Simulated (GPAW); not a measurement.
**CaZrN2 (R-3m): G0W0 with GPAW, start to end**

Wanted: ground state, empty states, screening and self-energy for CaZrN2 (R-3m).

Program: GPAW 26.7.0. Level of theory: LDA and many-body steps on it, plane waves. Results are calculated unless marked as measured.

### 1. Set-up

It takes space group R-3m (No. 166, trigonal). The conventional cell has a = 3.314 Å, b = 3.314 Å, c = 16.820 Å, α = 90.00°, β = 90.00°, γ = 120.00°. Nearest to Ca lie 6 N at 2.50 Å. Zr has 6 N at 2.26 Å nearest. N has 3 Zr at 2.26 Å and 3 Ca at 2.50 Å nearest. Farther neighbours and most contacts between anions are not listed.

The cell and positions are those that the Materials Project relaxed with its own functionals (PBE, PBE+U or r2SCAN), kept fixed.

### 2. Ground state

This step: GPAW 26.7.0; DFT, LDA, plane waves, PAW.

The ground-state density comes first.

Contents of run.py:

```python
import json
import numpy as np
from gpaw.mpi import world
from ase import Atoms
from gpaw import GPAW, PW, FermiDirac

atoms = Atoms(['Ca', 'Zr', 'N', 'N'],
    cell=[[1.6570904640, 0.9567216255, 5.6066931729],
      [-1.6570904640, 0.9567216255, 5.6066931729],
      [0.0000000000, -1.9134432509, 5.6066931729]],
    scaled_positions=[[0.0000000000, 0.0000000000, 0.0000000000],
      [0.5000000000, 0.5000000000, 0.5000000000],
      [0.2381224000, 0.2381224000, 0.2381224000],
      [0.7618776000, 0.7618776000, 0.7618776000]],
    pbc=(True, True, True))
calc = GPAW(mode=PW(600),
    xc='LDA',
    kpts={'size': (8, 8, 8), 'gamma': True},
    occupations=FermiDirac(0.001),
    nbands=-8,
    convergence={'density': 1e-6, 'bands': -3},
    maxiter=100,
    txt='gs.txt')
atoms.calc = calc
res = {'energy': atoms.get_potential_energy()}
kpts = calc.get_ibz_k_points()
res['kpts'] = kpts
res['eigenvalues'] = [calc.get_eigenvalues(kpt=k) for k in range(len(kpts))]
res['n_electrons'] = calc.get_number_of_electrons()
calc.write('gs.gpw')

if world.rank == 0:
    with open('result.json', 'w') as f:
        json.dump(res, f, default=lambda x: x.tolist())
```

Started as:

```console
$ mpirun -n 4 gpaw python run.py
```

Numbers of over 12 decimals in the logs are rounded to 6 here.

The log of the run:

```text
__  _  _
 | _ |_)|_||  |
 |__||  | ||/\| - 26.7.0

Input parameters:
  mode=PW(ecut=600.0),
  convergence={'density': 1e-06, 'bands': -3},
  kpts=MonkhorstPack(size=(8, 8, 8), gamma=True),
  maxiter=100,
  nbands=-8,
  occupations=Occupations(name='fermi-dirac', width=0.001, fixmagmom=False),
  xc=XC(name='LDA')
  [... matrices ...]
Diagonalizing LCAO Hamiltonian
Converting LCAO to pw mode

       N

       Zr

       N

       Ca

Atoms  # Å, Bohr magnetons
|   | symbol |         x |        y |         z |    initial magnetic moments |
| 0 |     Ca |  0.000000 | 0.000000 |  0.000000 | ( 0.0000,  0.0000,  0.0000) |
| 1 |     Zr |  0.000000 | 0.000000 |  8.410040 | ( 0.0000,  0.0000,  0.0000) |
| 2 |      N |  0.000000 | 0.000000 |  4.005238 | ( 0.0000,  0.0000,  0.0000) |
| 3 |      N | -0.000000 | 0.000000 | 12.814842 | ( 0.0000,  0.0000,  0.0000) |

Unit cell  # Å
| periodic |         x |         y |        z |  lengths |    angles |
|      yes |  1.657090 |  0.956722 | 5.606693 | 5.924211 | 32.486388 |
|      yes | -1.657090 |  0.956722 | 5.606693 | 5.924211 | 32.486388 |
|      yes |  0.000000 | -1.913443 | 5.606693 | 5.924211 | 32.486388 |

Number of symmetries: 12
Symmetry operations  # r_c * U_cc + t_c -> r_c
|    | kind |            matrix            |
|  0 |  E   |  1, 0, 0,  0, 1, 0,  0, 0, 1 |
|  1 |  σ   |  1, 0, 0,  0, 0, 1,  0, 1, 0 |
|  2 |  σ   |  0, 1, 0,  1, 0, 0,  0, 0, 1 |
|  3 |  C3  |  0, 1, 0,  0, 0, 1,  1, 0, 0 |
|  4 |  C3  |  0, 0, 1,  1, 0, 0,  0, 1, 0 |
|  5 |  σ   |  0, 0, 1,  0, 1, 0,  1, 0, 0 |
|  6 |  C2  |  0, 0,-1,  0,-1, 0, -1, 0, 0 |
|  7 |  S6  |  0, 0,-1, -1, 0, 0,  0,-1, 0 |
|  8 |  S6  |  0,-1, 0,  0, 0,-1, -1, 0, 0 |
|  9 |  C2  |  0,-1, 0, -1, 0, 0,  0, 0,-1 |
| 10 |  C2  | -1, 0, 0,  0, 0,-1,  0,-1, 0 |
| 11 |  i   | -1, 0, 0,  0,-1, 0,  0, 0,-1 |

BZ-sampling:
  Number of BZ points: 512
  Number of IBZ points: 65

  Monkhorst-Pack size: [8, 8, 8]
  Monkhorst-Pack shift: [0.0625, 0.0625, 0.0625]

K-points  # in reciprocal-cell coordinates
|     |                                coordinates |     weight |
|   0 | (  0.00000000,   0.00000000,   0.00000000) | 0.00195312 |
|   1 | (  0.12500000,   0.00000000,  -0.12500000) | 0.01171875 |
|   2 | (  0.12500000,   0.00000000,   0.00000000) | 0.01171875 |
|   3 | (  0.12500000,   0.12500000,  -0.12500000) | 0.01171875 |
|   4 | (  0.12500000,   0.12500000,   0.00000000) | 0.01171875 |
|   5 | (  0.12500000,   0.12500000,   0.12500000) | 0.00390625 |
|   6 | (  0.25000000,  -0.12500000,  -0.12500000) | 0.01171875 |
|   7 | (  0.25000000,   0.00000000,  -0.25000000) | 0.01171875 |
|   8 | (  0.25000000,   0.00000000,  -0.12500000) | 0.02343750 |
|   9 | (  0.25000000,   0.00000000,   0.00000000) | 0.01171875 |
| ... |                                            |            |
|  64 | (  0.50000000,   0.50000000,   0.50000000) | 0.00195312 |

Plane wave coefficients: 1822
Cutoff: 600.0 eV

Spin-components: 1 (collinear spins)
Bands:           24
Projectors:      21
Spin-degeneracy: 2
Datatype:        complex128

  Storage: CPU
  Wave functions: 44_304_000 bytes (11_076_000 per core)
  Projectors: 53_534_000 bytes (13_383_500 per core)
  [... matrices ...]
Parallelization:
  kpt:    4
  domain: 1
  band:   1

Density:
  Valence electrons: 32.0
  Components: 1
  Grid points: [35 35 35]
  Charge: 0.0  # |e|

Potential:
  Grid points: [35 35 35]

species:
  Ca:
    name:    Calcium
    Z:       20.0
    valence: 10
    core:    10
    charge:  0.0  # [|e|]
    compensation charges:
      type: gauss
      rc: 0.37  # [Å]
      lmax: 2
    cutoffs:
      filter: 2.10  # [Å]
      core: 1.17  # [Å]
    projectors
    | kind |    occ | energy [eV] | rcut [Å] |
    |   3s |  2.000 |     -46.826 |    1.175 |
    |   4s |  2.000 |      -3.864 |    1.175 |
    |   3p |  6.000 |     -27.986 |    1.154 |
    |    p |        |      -0.774 |    1.154 |
    |    d |        |       0.000 |    0.937 |

    Using partial waves for Ca as LCAO basis

  Zr:
    name:    Zirconium
    Z:       40.0
    valence: 12
    core:    28
    charge:  0.0  # [|e|]
    compensation charges:
      type: gauss
      rc: 0.40  # [Å]
      lmax: 2
    cutoffs:
      filter: 2.39  # [Å]
      core: 1.59  # [Å]
    projectors
    | kind |    occ | energy [eV] | rcut [Å] |
    |   4s |  2.000 |     -54.491 |    1.323 |
    |   5s |  2.000 |      -4.587 |    1.323 |
    |   4p |  6.000 |     -32.510 |    1.334 |
    |   5p |  0.000 |      -1.548 |    1.334 |
    |   4d |  2.000 |      -3.736 |    1.244 |
    |    d |        |      23.475 |    1.244 |

    Using partial waves for Zr as LCAO basis

  N:
    name:    Nitrogen
    Z:       7.0
    valence: 5
    core:    2
    charge:  0.0  # [|e|]
    compensation charges:
      type: gauss
      rc: 0.18  # [Å]
      lmax: 2
    cutoffs:
      filter: 1.11  # [Å]
      core: 0.96  # [Å]
    projectors
    | kind |    occ | energy [eV] | rcut [Å] |
    |   2s |  2.000 |     -18.420 |    0.603 |
    |   2p |  3.000 |      -7.237 |    0.529 |
    |    s |        |       8.791 |    0.603 |
    |    p |        |      19.974 |    0.529 |
    |    d |        |       0.000 |    0.577 |

    Using partial waves for N as LCAO basis

Reference energy: -119194.724437  # eV

eigensolver:
  PPCG
  Converge bands: -3
  niter=2

density mixing:
  MSR1-Mixer
  Pratt-step length: 0.05
  Maximum mixing coefficient: 0.75
  Old densities: 10
  SVD Regularization: 0.005
  Good broyden scale: 1.0
  Trust region scale: 1.0
  Backstep threshold: 4.0
  History deletion threshold: 6.0
  Fourier metric: weight=20.0, sigma=0.015

occupation numbers:
  Fermi-Dirac:
    width: 0.0010  # eV

poisson solver:
  ecut: 4800.0  # eV

xc functional:
  name: None

Initialization done in: 3.040 s

convergence criteria:
- Maximum integral of absolute [dens]ity change: 1e-06 electrons / valence electron
- Maximum [total energy] change in last 3 cyles: 0.0005 eV / valence electron
- Maximum integral of absolute [eigenst]ate change: 4e-08 eV^2 / valence electron
maximum number of iterations: 100

SCF iterations
|iter     |     time |      energy | eigst |  dens |
|iter:   1|  |  -39.461888 | +1.03 |       |
|iter:   2|  |  -38.196850 | -0.02 | -0.83 |
|iter:   3|  |  -35.535645 | +0.07 | -0.90 |
|iter:   4|  |  -35.496173 | -1.16 | -1.50 |
|iter:   5|  |  -35.488544 | -1.86 | -1.70 |
|iter:   6|  |  -35.482038c| -2.46 | -2.13 |
|iter:   7|  |  -35.481912c| -3.26 | -3.00 |
|iter:   8|  |  -35.481905c| -3.88 | -3.38 |
|iter:   9|  |  -35.481905c| -4.35 | -4.05 |
|iter:  10|  |  -35.481905c| -4.77 | -4.88 |
|iter:  11|  |  -35.481905c| -5.10 | -5.61 |
|iter:  12|  |  -35.481905c| -5.42 | -6.21c|
|iter:  13|  |  -35.481905c| -5.72 | -7.09c|
|iter:  14|  |  -35.481905c| -5.74 | -7.81c|
|iter:  15|  |  -35.481905c| -6.08 | -8.22c|
|iter:  16|  |  -35.481905c| -6.14 | -8.51c|
|iter:  17|  |  -35.481905c| -6.53 | -9.19c|
|iter:  18|  |  -35.481905c| -6.73 | -9.03c|
|iter:  19|  |  -35.481905c| -6.95 | -9.35c|
|iter:  20|  |  -35.481905c| -7.12 | -9.19c|
|iter:  21|  |  -35.481905c| -7.22 | -9.66c|
|iter:  22|  |  -35.481905c| -7.41c| -9.34c|

Converged in 22 steps
SCF loop duration: 48.569 s (2.208 s/step)
Energy contributions relative to reference atoms: (reference = -119194.724437)
  [... matrices ...]
Energy contributions:
  Kinetic:          18.113829
  Coulomb:         -18.197774
  Zero:             -0.470364
  External:          0.000000
  Xc:              -34.927596
  Entropy:          -0.000000
  Spinorbit:         0.000000
  ----------------------------
  Free energy:     -35.481905
  Extrapolated:    -35.481905

dipole moment: (0.000000, -0.000000, -55.580062)  # |e|*Ang

Fermi level: 8.088
Eigenvalues  # (at kpt = [0.000, 0.000, 0.000])
| band index |      eig [eV] | occ [0-2] |
|          0 |       -39.938 |     2.000 |
|        ... |               |           |
|          8 |        -5.315 |     2.000 |
|          9 |        -3.327 |     2.000 |
|         10 |         3.439 |     2.000 |
|         11 |         5.099 |     2.000 |
|         12 |         5.099 |     2.000 |
|         13 |         7.760 |     2.000 |
|         14 |         8.024 |     2.000 |
|         15 |         8.024 |     2.000 |
|         16 |        10.573 |     0.000 |
|         17 |        10.573 |     0.000 |
|         18 |        10.889 |     0.000 |
|         19 |        12.461 |     0.000 |
|         20 |        13.088 |     0.000 |
|         21 |        13.088 |     0.000 |
|         22 |        14.007 |     0.000 |
|         23 |        14.411 |     0.000 |

Gap: 0.396 eV
Transition (v -> c):
  (s=0, k=0, n=15, [0.00, 0.00, 0.00]) -> (s=0, k=60, n=16, [0.50, 0.50, 0.00])
Direct/indirect transitions are different
Direct gap: 1.027 eV
Transition at: (s=0, k=60, n=15, [0.50, 0.50, 0.00])
# Writing to gs.gpw (mode='')
  [... matrices ...]
```

Run time: 53 s. Hardware: 4 MPI ranks of Arm Neoverse V2, shared host; peak memory 1 GiB; 3.5 min of CPU time.

This step gave:

| Quantity | Value |
| --- | --- |
| total energy | -35.48 eV |
| gap | 0.3956 eV |
| k of the valence top | 0, 0, 0 |
| k of the conduction bottom | 0.5, 0.5, 0 |
| least direct gap | 1.027 eV |

The gap is indirect, with the least direct gap 0.63 eV higher.

### 3. Empty states on the mesh, 4×4×4 mesh, 96 bands

The sums over transitions need many empty states on a uniform mesh; this step solves for them.

Contents of run.py:

```python
import json
import numpy as np
from gpaw.mpi import world
from gpaw import GPAW

calc = GPAW('gs.gpw').fixed_density(kpts={'size': (4, 4, 4), 'gamma': True},
    nbands=112,
    convergence={'bands': 96},
    txt='nscf.txt')
calc.write('full.gpw', mode='all')
res = {}
kpts = calc.get_ibz_k_points()
res['kpts'] = kpts
res['eigenvalues'] = [calc.get_eigenvalues(kpt=k) for k in range(len(kpts))]
res['n_electrons'] = calc.get_number_of_electrons()

if world.rank == 0:
    with open('result.json', 'w') as f:
        json.dump(res, f, default=lambda x: x.tolist())
```

Started as:

```console
$ mpirun -n 4 gpaw python run.py
```

The log of the run:

```text
Diagonalizing LCAO Hamiltonian
Converting LCAO to pw mode
convergence criteria:
- Maximum integral of absolute [eigenst]ate change: 4e-08 eV^2 / valence electron
maximum number of iterations: 100

SCF iterations
|iter     |     time |      energy | eigst |  dens |
|iter:   1|  |             | +4.07 |       |
|iter:   2|  |             | +2.72 |       |
|iter:   3|  |             | +1.44 |       |
[...]
|iter:  10|  |             | -6.26 |       |
|iter:  11|  |             | -7.08 |       |
|iter:  12|  |             | -7.58c|       |
SCF steps: 12
  __  _  _
 | _ |_)|_||  |
 |__||  | ||/\| - 26.7.0

Input parameters:
  mode=PW(ecut=600.0),
  convergence={'bands': 96},
  gpts=array([35, 35, 35]),
  kpts=MonkhorstPack(size=(4, 4, 4), gamma=True),
  maxiter=100,
  nbands=112,
  occupations=Occupations(name='fermi-dirac', width=0.001, fixmagmom=False),
  parallel={},
  xc=XC(name='LDA')
# Writing to full.gpw (mode='all')
  [... matrices ...]

timing:  # [seconds]
  Total: 0.030  # ━━━━━━━━━━━━━━━━━━━━━━━━━━━━━━━━━━━━━━━━━━━━━━━━━━━━━━━━━━━
```

Run time: 36 s. Hardware: 4 MPI ranks; peak memory 1.1 GiB; 2.4 min of CPU time.

Numbers from this step:

- gap: 0.3956 eV
- k of the valence top: 0, 0, 0
- k of the conduction bottom: 0.5, 0.5, 0
- least direct gap: 1.027 eV
- k points computed: 13
- lowest point of the top converged band, above the valence top: 60.5995 eV

On this mesh the gap is 0.396 eV.

### 4. Screening and self-energy, 4×4×4 mesh, 86 bands, screening to 80 eV

Now the one-shot GW correction: screening in the RPA, then the self-energy of the levels asked for.

This step: G0W0 on LDA, plane waves, PAW.

Contents of run.py:

```python
import json
import numpy as np
from gpaw.mpi import world
from gpaw.response.g0w0 import G0W0

gw = G0W0('full.gpw',
    filename='gw',
    kpts=[0, 10],
    bands=(14, 18),
    ecut=80,
    nbands=86,
    integrate_gamma='WS',
    ppa=True)
gw.calculate()
res = {mode: {k: v for k, v in r.items() if k != 'sigma_eskwn'}
       for mode, r in gw.all_results.items()}

if world.rank == 0:
    with open('result.json', 'w') as f:
        json.dump(res, f, default=lambda x: x.tolist())
```

Started as:

```console
$ mpirun -n 4 gpaw python run.py
```

The log of the run:

```text
Using integrator: PointIntegrator
FrequencyGridDescriptor(from 0.000+0.000j to 0.000+27.211j eV, 2 points)
Nonperiodic BCs:  [False False False]
Using integrator: PointIntegrator
FrequencyGridDescriptor(from 0.000+0.000j to 0.000+27.211j eV, 2 points)
Nonperiodic BCs:  [False False False]
  ___  _ _ _
 |   || | | |
 | | || | | |
 |__ ||_____|
 |___|

BZ k-points: Symmetries present (total): 12

  [... matrices ...]
64 k-points: 4 x 4 x 4 Monkhorst-Pack grid + [1/8,1/8,1/8]
13 k-points in the irreducible part of the Brillouin zone
       k-points in crystal coordinates                weights
   0:     0.00000000    0.00000000    0.00000000          1/64
   1:     0.25000000    0.00000000   -0.25000000          6/64
   2:     0.25000000    0.00000000    0.00000000          6/64
   3:     0.25000000    0.25000000   -0.25000000          6/64
   4:     0.25000000    0.25000000    0.00000000          6/64
   5:     0.25000000    0.25000000    0.25000000          2/64
   6:     0.50000000    0.00000000    0.00000000          3/64
   7:     0.50000000    0.25000000   -0.25000000          6/64
   8:     0.50000000    0.25000000    0.00000000         12/64
   9:     0.50000000    0.25000000    0.25000000          6/64
          ...
  12:     0.50000000    0.50000000    0.50000000          1/64

Distributing spins, k-points and bands (1 x 2 x 4) over 4 processes
Number of blocks: 1

Quasi particle states:
k-points (IBZ indices): [0, 10]
Band range: (14, 18)
  [... matrices ...]
Computational parameters:
Plane wave cut-off: 80 eV
Number of bands: 86
Coulomb cutoff: None
Broadening: 0.1 eV

fxc modes: GW
Kernel: RPA
Using Godby-Needs plasmon-pole approximation:
  Fitting energy: i*E0, E0 = 1.000 Hartree
Summing all q:

Calculating screened Coulomb potential
No Coulomb truncation
FrequencyGridDescriptor(from 0.000+0.000j to 0.000+27.211j eV, 2 points)
Removing empty qpoint cache files...

Calculating chi0 body with:
    Ground state adapter containing:
    Number of spins: 1
    Number of kpoints: 64
    Number of irreducible kpoints: 13
    Number of completely occupied states: 16
    Number of partially occupied states: 16
    Occupied states memory: 10.467529296875 M / cpu

    Linear response parametrization:
    q_c: [0.0, 0.0, 0.0]
    Number of frequency points: 2
    Planewave cutoff: 80.0
    Number of bands: 86
    Number of planewaves: 93
    Broadening (eta): 1e-06
    comm.size: 4
    kncomm.size: 4
    blockcomm.size: 1

    Memory estimate of potentially large arrays:
        chi0_wGG: 0.263947 M / cpu
Integrating chi0 body.

Symmetries of q_c:
    Direct symmetries (Uq -> q): 12
    Indirect symmetries (TUq -> q): 0
In total 12 allowed symmetries.

  [... matrices ...]
13 groups of equivalent kpoints. 79.6875% reduction.

Integral kind: response function
Integrating chi0 head and wings.

Symmetries of q_c:
    Direct symmetries (Uq -> q): 12
    Indirect symmetries (TUq -> q): 0
In total 12 allowed symmetries.

  [... matrices ...]
13 groups of equivalent kpoints. 79.6875% reduction.

Integral kind: response function wings

Calculating chi0 body with:
    Ground state adapter containing:
    Number of spins: 1
    Number of kpoints: 64
    Number of irreducible kpoints: 13
    Number of completely occupied states: 16
    Number of partially occupied states: 16
    Occupied states memory: 10.467529296875 M / cpu

[... the further q-points ...]

Results:
f:      Occupation numbers
eps:     KS-eigenvalues [eV]
vxc:     KS vxc [eV]
exx:     Exact exchange [eV]
sigma:   Self-energies [eV]
dsigma:  Self-energy derivatives
Z:       Renormalization factors
qp:      QP-energies [eV]

k-point 0 (0): (0.000, 0.000, 0.000)                GW
band       f     eps     vxc     exx   sigma  dsigma       Z      qp
                                                                   GW
  14   1.000   8.024 -17.881 -20.679   3.200  -0.284   0.779   8.337
  15   1.000   8.024 -17.881 -20.679   3.200  -0.284   0.779   8.337
  16   0.000  10.573 -16.639 -10.264  -4.540  -0.241   0.806  12.052
  17   0.000  10.573 -16.639 -10.264  -4.540  -0.241   0.806  12.052

k-point 1 (10): (0.500, 0.500, 0.000)                GW
band       f     eps     vxc     exx   sigma  dsigma       Z      qp
                                                                   GW
  14   1.000   7.357 -17.533 -20.461   3.212  -0.285   0.778   7.578
  15   1.000   7.393 -17.712 -20.852   3.390  -0.285   0.778   7.587
  16   0.000   8.420 -13.886  -8.937  -3.630  -0.228   0.814   9.494
  17   0.000  12.900 -18.919 -11.687  -5.071  -0.237   0.808  14.647
```

Elapsed: 1.7 min, on 4 MPI ranks; peak memory 2 GiB.

Numbers from this step:

| Quantity | Value |
| --- | --- |
| G0W0 gap on the points computed | 1.157 eV |
| least direct G0W0 gap on the computed points | 1.907 eV |
| Z at the valence top | 0.7789 |
| Z at the conduction bottom | 0.8143 |
| starting gap on the mesh | 0.3956 eV |
| k of the valence top | 0, 0, 0 |
| k of the conduction bottom | 0.5, 0.5, 0 |

The gap on the mesh goes from 0.40 eV to 1.16 eV, a correction of +0.76 eV.

Limits: finite bands, cutoff and mesh; no spin-orbit coupling; coarse k mesh. v1 is the top filled band, c1 the lowest empty one. Levels before and after the correction, in eV, zero at the valence-band top of each column:

|  | conduction bottom | valence top |
| --- | --- | --- |
| Kohn-Sham | 0.40 | 0.00 |
| G0W0 | 1.16 | 0.00 |

|  | level | energy (eV) |
| --- | --- | --- |
| Kohn-Sham | Γ v2-v1 | 0.000 |
| Kohn-Sham | Γ c1-c2 | 2.548 |
| Kohn-Sham | (0.5 0.5 0) v2 | -0.668 |
| Kohn-Sham | (0.5 0.5 0) v1 | -0.632 |
| Kohn-Sham | (0.5 0.5 0) c1 | 0.396 |
| Kohn-Sham | (0.5 0.5 0) c2 | 4.875 |
| G0W0 | Γ v2-v1 | 0.000 |
| G0W0 | Γ c1-c2 | 3.714 |
| G0W0 | (0.5 0.5 0) v2 | -0.759 |
| G0W0 | (0.5 0.5 0) v1 | -0.750 |
| G0W0 | (0.5 0.5 0) c1 | 1.157 |
| G0W0 | (0.5 0.5 0) c2 | 6.310 |

### 5. Where the time went

Times are wall times on 4 MPI ranks of Arm Neoverse V2, shared host, good to a factor of about two.

| step | time | share | memory (GiB) |
| --- | --- | --- | --- |
| ground state | 53 s | 28 % | 1.0 |
| empty states on the mesh | 36 s | 19 % | 1.1 |
| screening and self-energy | 1.7 min | 54 % | 2.0 |

### 6. What came out

```
LDA gap              : 0.40 eV, indirect
G0W0 gap on the mesh : 1.16 eV
GW settings          : 4×4×4 mesh, 86 bands, screening to 80 eV, Godby-Needs plasmon pole
known limits         : not at the basis limit; no spin-orbit coupling; coarse k mesh
```

**Reading.** G0W0 moves the gap on the mesh from 0.40 eV to 1.16 eV (+0.76 eV), with Z of 0.78 and 0.81 at the edges. Only 2 of the mesh's irreducible points were corrected, so a valley elsewhere could overtake. The dearest step here is «screening and self-energy». Bands and cutoff are finite, so the gap is not at the basis limit. The miss can reach some tenths of an eV and take either sign; the mesh is an error of its own. These stock PAW sets were not made for GW. In the G0W0 run levels were corrected at 2 k points alone, so a gap called «on the mesh» is the least over those, and an edge elsewhere would be missed. The 4×4×4 mesh is coarse for this cell, which bears on the long-range parts of exchange and screening. The many-body steps are scalar-relativistic: spin-orbit coupling is not in them.

[Paths, hosts, dates, memory and timing lines, banners, echoed tables and standing remarks are left out of the program output.]

[Logs are printed without paths, hosts, clocks, repeated set-up lines and the standing remarks that a program may print on its own settings, such as how far it seeks lower states.]

[Runs of the session that timed out or met a known fault of the program may be left out.]

[Hosts, paths, dates, database ids (printed as entryN), source tags and the programs' standing remarks are cut or masked in the printed files.]
